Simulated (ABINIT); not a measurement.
# Li3Ta (Fm-3m): zone-centre phonons, part 3 of 4

Which modes does Li3Ta (Fm-3m) have at the zone centre?

ABINIT 10.8.3; DFT PBE, scalar-relativistic, plane waves, PseudoDojo norm-conserving pseudopotentials.

So far. Step 6 (Self-consistent run for the response): The cell stands at -0.32 GPa: the relaxation ran with a smoothed and higher cutoff, and the difference is a stress of the finite basis. Step 7 (Zone-centre response): The acoustic modes at Γ come out as far as 1.9 cm⁻¹ from zero, where they should vanish, a small numerical error. The relaxed cell has a = 6.312 Å (conventional setting).

The structure was built from a prototype and need not be the compound's stable phase.

### Step 8. Modes with the sum rule

anaddb reads the merged derivatives and imposes the acoustic sum rule.

Input file anaddb.abi:

```
ddb_filepath "gamma_DDB"
output_file "anaddb.abo"
outdata_prefix "anaddb"
asr 1
chneut 1
enunit 2
eivec 1
nph1l 1
qph1l 0.0 0.0 0.0 1.0
```

Input file mrgddb.in:

```
gamma_DDB
merged
2
dfpt_gammao_DDB
gso_DDB
```

Started as:

```bash
$ mrgddb < mrgddb.in > mrgddb.log
$ OMP_NUM_THREADS=1 anaddb anaddb.abi > anaddb.log
```

anaddb.abo, the main output file:

```text
-outvars_anaddb: echo values of input variables ----------------------

 Miscellaneous information :
      enunit         2
       eivec         1
         asr         1
 First list of wavevector (reduced coord.) :
       nph1l         1
       qph1l
                     0.00000000E+00  0.00000000E+00  0.00000000E+00    1.000E+00

================================================================================

 read the DDB information and perform some checks

  ==== Info on the Cryst% object ====
 Real(R)+Recip(G) space primitive vectors, cartesian coordinates (Bohr,Bohr^-1):
 R(1)= -5.9642569  0.0000000  5.9642569  G(1)= -0.0838327 -0.0838327  0.0838327
 R(2)=  0.0000000  5.9642569  5.9642569  G(2)=  0.0838327  0.0838327  0.0838327
 R(3)= -5.9642569  5.9642569  0.0000000  G(3)= -0.0838327  0.0838327 -0.0838327
 Unit cell volume ucvol=  4.2432539E+02 bohr^3
 Angles (23,13,12)=  6.00000000E+01  6.00000000E+01  6.00000000E+01 degrees
 Time-reversal symmetry is present
 Reduced atomic positions [iatom, xred, symbol]:
    1)    0.0000000  0.0000000  0.0000000  Ta
    2)    0.5000000  0.5000000  0.5000000  Li
    3)    0.7500000  0.7500000  0.7500000  Li
    4)    0.2500000  0.2500000  0.2500000  Li

 DDB file with 3 blocks has been read.

================================================================================

 Treat the first list of vectors

  Phonon wavevector (reduced coordinates) :  0.00000  0.00000  0.00000
 Phonon energies in Hartree :
  -1.670398E-08 -1.659412E-08 -1.626019E-08  1.339529E-03  1.339529E-03
   1.339529E-03  1.795446E-03  1.795446E-03  1.795446E-03  2.005377E-03
   2.005377E-03  2.005377E-03
 Phonon energies in meV     :
- -4.545383E-04 -4.515491E-04 -4.424622E-04  3.645043E+01  3.645043E+01
-  3.645043E+01  4.885657E+01  4.885657E+01  4.885657E+01  5.456909E+01
-  5.456909E+01  5.456909E+01
 Phonon frequencies in cm-1    :
- -3.666099E-03 -3.641989E-03 -3.568699E-03  2.939926E+02  2.939926E+02
-  2.939926E+02  3.940548E+02  3.940548E+02  3.940548E+02  4.401294E+02
-  4.401294E+02  4.401294E+02
 Phonon frequencies in Thz     :
- -1.099069E-04 -1.091841E-04 -1.069869E-04  8.813676E+00  8.813676E+00
-  8.813676E+00  1.181347E+01  1.181347E+01  1.181347E+01  1.319475E+01
-  1.319475E+01  1.319475E+01
 Phonon energies in Kelvin  :
- -5.274698E-03 -5.240010E-03 -5.134561E-03  4.229897E+02  4.229897E+02
-  4.229897E+02  5.669569E+02  5.669569E+02  5.669569E+02  6.332480E+02
-  6.332480E+02  6.332480E+02

 Eigendisplacements
 (will be given, for each mode : in cartesian coordinates
   for each atom the real part of the displacement vector,
   then the imaginary part of the displacement vector - absolute values smaller than 1.0d-7 are set to zero)
  Mode number    1   Energy   -1.670398E-08
 Attention : low frequency mode.
   (Could be unstable or acoustic mode)
-  1  0.00000000E+00  0.00000000E+00 -1.64889087E-03
-     0.00000000E+00  0.00000000E+00  0.00000000E+00
-  2  0.00000000E+00  0.00000000E+00 -1.64887861E-03
-     0.00000000E+00  0.00000000E+00  0.00000000E+00
-  3  0.00000000E+00  0.00000000E+00 -1.64882909E-03
-     0.00000000E+00  0.00000000E+00  0.00000000E+00
-  4  0.00000000E+00  0.00000000E+00 -1.64882909E-03
-     0.00000000E+00  0.00000000E+00  0.00000000E+00
  Mode number    2   Energy   -1.659412E-08
 Attention : low frequency mode.
   (Could be unstable or acoustic mode)
-  1  0.00000000E+00  1.64889087E-03  0.00000000E+00
-     0.00000000E+00  0.00000000E+00  0.00000000E+00
-  2  0.00000000E+00  1.64887861E-03  0.00000000E+00
-     0.00000000E+00  0.00000000E+00  0.00000000E+00
-  3  0.00000000E+00  1.64882909E-03  0.00000000E+00
-     0.00000000E+00  0.00000000E+00  0.00000000E+00
-  4  0.00000000E+00  1.64882909E-03  0.00000000E+00
-     0.00000000E+00  0.00000000E+00  0.00000000E+00
  Mode number    3   Energy   -1.626019E-08
 Attention : low frequency mode.
   (Could be unstable or acoustic mode)
-  1  1.64889087E-03  0.00000000E+00  0.00000000E+00
-     0.00000000E+00  0.00000000E+00  0.00000000E+00
-  2  1.64887861E-03  0.00000000E+00  0.00000000E+00
-     0.00000000E+00  0.00000000E+00  0.00000000E+00
-  3  1.64882909E-03  0.00000000E+00  0.00000000E+00
-     0.00000000E+00  0.00000000E+00  0.00000000E+00
-  4  1.64882909E-03  0.00000000E+00  0.00000000E+00
-     0.00000000E+00  0.00000000E+00  0.00000000E+00
  Mode number    4   Energy    1.339529E-03
-  1  0.00000000E+00  0.00000000E+00 -5.14473854E-04
-     0.00000000E+00  0.00000000E+00  0.00000000E+00
-  2 -2.01827957E-07 -2.33371568E-07  7.31929467E-03
-     0.00000000E+00  0.00000000E+00  0.00000000E+00
-  3  0.00000000E+00  0.00000000E+00  3.04651359E-03
-     0.00000000E+00  0.00000000E+00  0.00000000E+00
-  4  0.00000000E+00  0.00000000E+00  3.04651359E-03
-     0.00000000E+00  0.00000000E+00  0.00000000E+00
  Mode number    5   Energy    1.339529E-03
-  1  0.00000000E+00 -5.14473854E-04  0.00000000E+00
-     0.00000000E+00  0.00000000E+00  0.00000000E+00
-  2 -1.44221478E-07  7.31929467E-03  2.33367591E-07
-     0.00000000E+00  0.00000000E+00  0.00000000E+00
-  3  0.00000000E+00  3.04651359E-03  0.00000000E+00
-     0.00000000E+00  0.00000000E+00  0.00000000E+00
-  4  0.00000000E+00  3.04651359E-03  0.00000000E+00
-     0.00000000E+00  0.00000000E+00  0.00000000E+00
  Mode number    6   Energy    1.339529E-03
-  1  5.14473854E-04  0.00000000E+00  0.00000000E+00
-     0.00000000E+00  0.00000000E+00  0.00000000E+00
-  2 -7.31929467E-03 -1.44215043E-07 -2.01832555E-07
-     0.00000000E+00  0.00000000E+00  0.00000000E+00
-  3 -3.04651359E-03  0.00000000E+00  0.00000000E+00
-     0.00000000E+00  0.00000000E+00  0.00000000E+00
-  4 -3.04651359E-03  0.00000000E+00  0.00000000E+00
-     0.00000000E+00  0.00000000E+00  0.00000000E+00
  Mode number    7   Energy    1.795446E-03
-  1  0.00000000E+00  0.00000000E+00  0.00000000E+00
-     0.00000000E+00  0.00000000E+00  0.00000000E+00
-  2  0.00000000E+00  0.00000000E+00  0.00000000E+00
-     0.00000000E+00  0.00000000E+00  0.00000000E+00
-  3  0.00000000E+00 -1.79237349E-07  6.28628301E-03
-     0.00000000E+00  0.00000000E+00  0.00000000E+00
-  4  0.00000000E+00  1.79237349E-07 -6.28628301E-03
-     0.00000000E+00  0.00000000E+00  0.00000000E+00
  Mode number    8   Energy    1.795446E-03
-  1  0.00000000E+00  0.00000000E+00  0.00000000E+00
-     0.00000000E+00  0.00000000E+00  0.00000000E+00
-  2  0.00000000E+00  0.00000000E+00  0.00000000E+00
-     0.00000000E+00  0.00000000E+00  0.00000000E+00
-  3  2.64753822E-07  6.28628300E-03  1.79234708E-07
-     0.00000000E+00  0.00000000E+00  0.00000000E+00
-  4 -2.64753822E-07 -6.28628300E-03 -1.79234708E-07
-     0.00000000E+00  0.00000000E+00  0.00000000E+00
  Mode number    9   Energy    1.795446E-03
-  1  0.00000000E+00  0.00000000E+00  0.00000000E+00
-     0.00000000E+00  0.00000000E+00  0.00000000E+00
-  2  0.00000000E+00  0.00000000E+00  0.00000000E+00
-     0.00000000E+00  0.00000000E+00  0.00000000E+00
-  3  6.28628300E-03 -2.64752034E-07  0.00000000E+00
-     0.00000000E+00  0.00000000E+00  0.00000000E+00
-  4 -6.28628300E-03  2.64752034E-07  0.00000000E+00
-     0.00000000E+00  0.00000000E+00  0.00000000E+00
  Mode number   10   Energy    2.005377E-03
-  1  0.00000000E+00  0.00000000E+00 -2.19491296E-04
-     0.00000000E+00  0.00000000E+00  0.00000000E+00
-  2  0.00000000E+00  0.00000000E+00 -4.76904948E-03
-     0.00000000E+00  0.00000000E+00  0.00000000E+00
-  3  0.00000000E+00  0.00000000E+00  5.24570983E-03
-     0.00000000E+00  0.00000000E+00  0.00000000E+00
-  4  0.00000000E+00  0.00000000E+00  5.24570983E-03
-     0.00000000E+00  0.00000000E+00  0.00000000E+00
  Mode number   11   Energy    2.005377E-03
-  1  0.00000000E+00  2.19491295E-04  0.00000000E+00
-     0.00000000E+00  0.00000000E+00  0.00000000E+00
-  2  2.24639604E-07  4.76904947E-03  0.00000000E+00
-     0.00000000E+00  0.00000000E+00  0.00000000E+00
-  3 -2.47092043E-07 -5.24570982E-03  0.00000000E+00
-     0.00000000E+00  0.00000000E+00  0.00000000E+00
-  4 -2.47092043E-07 -5.24570982E-03  0.00000000E+00
-     0.00000000E+00  0.00000000E+00  0.00000000E+00
  Mode number   12   Energy    2.005377E-03
-  1  2.19491295E-04  0.00000000E+00  0.00000000E+00
-     0.00000000E+00  0.00000000E+00  0.00000000E+00
-  2  4.76904947E-03 -2.24638776E-07  0.00000000E+00
-     0.00000000E+00  0.00000000E+00  0.00000000E+00
-  3 -5.24570982E-03  2.47091132E-07  0.00000000E+00
-     0.00000000E+00  0.00000000E+00  0.00000000E+00
-  4 -5.24570982E-03  2.47091132E-07  0.00000000E+00
-     0.00000000E+00  0.00000000E+00  0.00000000E+00

 Analysis of degeneracies and characters (maximum tolerance=1.00E-06 a.u.)
 For each vibration mode, or group of modes if degenerate,
 the characters are given for each symmetry operation (see the list in the log file).
 Symmetry characters of vibration mode #   1
       degenerate with vibration modes #   2 to    3
  3.0 -3.0 -1.0  1.0 -1.0  1.0 -1.0  1.0  1.0 -1.0 -1.0  1.0  1.0 -1.0 -1.0  1.0
  0.0 -0.0 -0.0  0.0  0.0 -0.0 -0.0  0.0  1.0 -1.0 -1.0  1.0 -1.0  1.0  1.0 -1.0
  0.0 -0.0  0.0 -0.0 -0.0  0.0 -0.0  0.0  1.0 -1.0  1.0 -1.0 -1.0  1.0 -1.0  1.0
 Symmetry characters of vibration mode #   4
       degenerate with vibration modes #   5 to    6
  3.0 -3.0 -1.0  1.0 -1.0  1.0 -1.0  1.0  1.0 -1.0 -1.0  1.0  1.0 -1.0 -1.0  1.0
 -0.0  0.0  0.0 -0.0 -0.0  0.0  0.0 -0.0  1.0 -1.0 -1.0  1.0 -1.0  1.0  1.0 -1.0
 -0.0  0.0 -0.0  0.0  0.0 -0.0 -0.0  0.0  1.0 -1.0  1.0 -1.0 -1.0  1.0 -1.0  1.0
 Symmetry characters of vibration mode #   7
       degenerate with vibration modes #   8 to    9
  3.0  3.0 -1.0 -1.0 -1.0 -1.0 -1.0 -1.0  1.0  1.0 -1.0 -1.0  1.0  1.0 -1.0 -1.0
  0.0  0.0 -0.0 -0.0  0.0  0.0 -0.0 -0.0  1.0  1.0 -1.0 -1.0 -1.0 -1.0  1.0  1.0
  0.0  0.0  0.0  0.0 -0.0 -0.0 -0.0 -0.0  1.0  1.0  1.0  1.0 -1.0 -1.0 -1.0 -1.0
 Symmetry characters of vibration mode #  10
       degenerate with vibration modes #  11 to   12
  3.0 -3.0 -1.0  1.0 -1.0  1.0 -1.0  1.0  1.0 -1.0 -1.0  1.0  1.0 -1.0 -1.0  1.0
  0.0 -0.0  0.0 -0.0  0.0 -0.0 -0.0  0.0  1.0 -1.0 -1.0  1.0 -1.0  1.0  1.0 -1.0
 -0.0  0.0  0.0 -0.0 -0.0  0.0  0.0 -0.0  1.0 -1.0  1.0 -1.0 -1.0  1.0 -1.0  1.0
-
```

It took 0.54 s on 1 thread of Arm Neoverse N1, shared host.

Read from the output:

- highest optical zone-centre mode (no LO-TO term): 440.1 cm⁻¹

No LO-TO term; unit eigenvectors of the mass-weighted matrix, from anaddb's displacements. Modes at Γ, with each element's share of the kinetic energy:

| mode | frequency (cm⁻¹) | symmetry | Ta % | Li % |
| --- | --- | --- | --- | --- |
| 1 | 0.0 | acoustic | 90 | 10 |
| 2 | 0.0 | acoustic | 90 | 10 |
| 3 | 0.0 | acoustic | 90 | 10 |
| 4 | 294.0 | T1u | 9 | 91 |
| 5 | 294.0 | T1u | 9 | 91 |
| 6 | 294.0 | T1u | 9 | 91 |
| 7 | 394.1 | T2g | 0 | 100 |
| 8 | 394.1 | T2g | 0 | 100 |
| 9 | 394.1 | T2g | 0 | 100 |
| 10 | 440.1 | T1u | 2 | 98 |
| 11 | 440.1 | T1u | 2 | 98 |
| 12 | 440.1 | T1u | 2 | 98 |

Displacements in mode 4 (294.0 cm⁻¹), the largest set to 1:
```
Ta1  0.00  0.00 -0.07
Li2  0.00  0.00  1.00
Li3  0.00  0.00  0.42
Li4  0.00  0.00  0.42
```

Displacements in mode 7 (394.1 cm⁻¹), the largest set to 1:
```
Ta1  0.00  0.00  0.00
Li2  0.00  0.00  0.00
Li3  0.00  0.00  1.00
Li4  0.00  0.00 -1.00
```

The rule moves no optical mode by more than 0.1 cm⁻¹.

[end of part 3 of 4]

[Host names and launcher messages were left out of these logs when they were recorded.]

[Logs are printed without paths, hosts, clocks, repeated set-up lines and the standing remarks that a program may print on its own settings, such as how far it seeks lower states.]

[Hosts, paths, dates, database ids (printed as entryN), source tags and the programs' standing remarks are cut or masked in the printed files.]
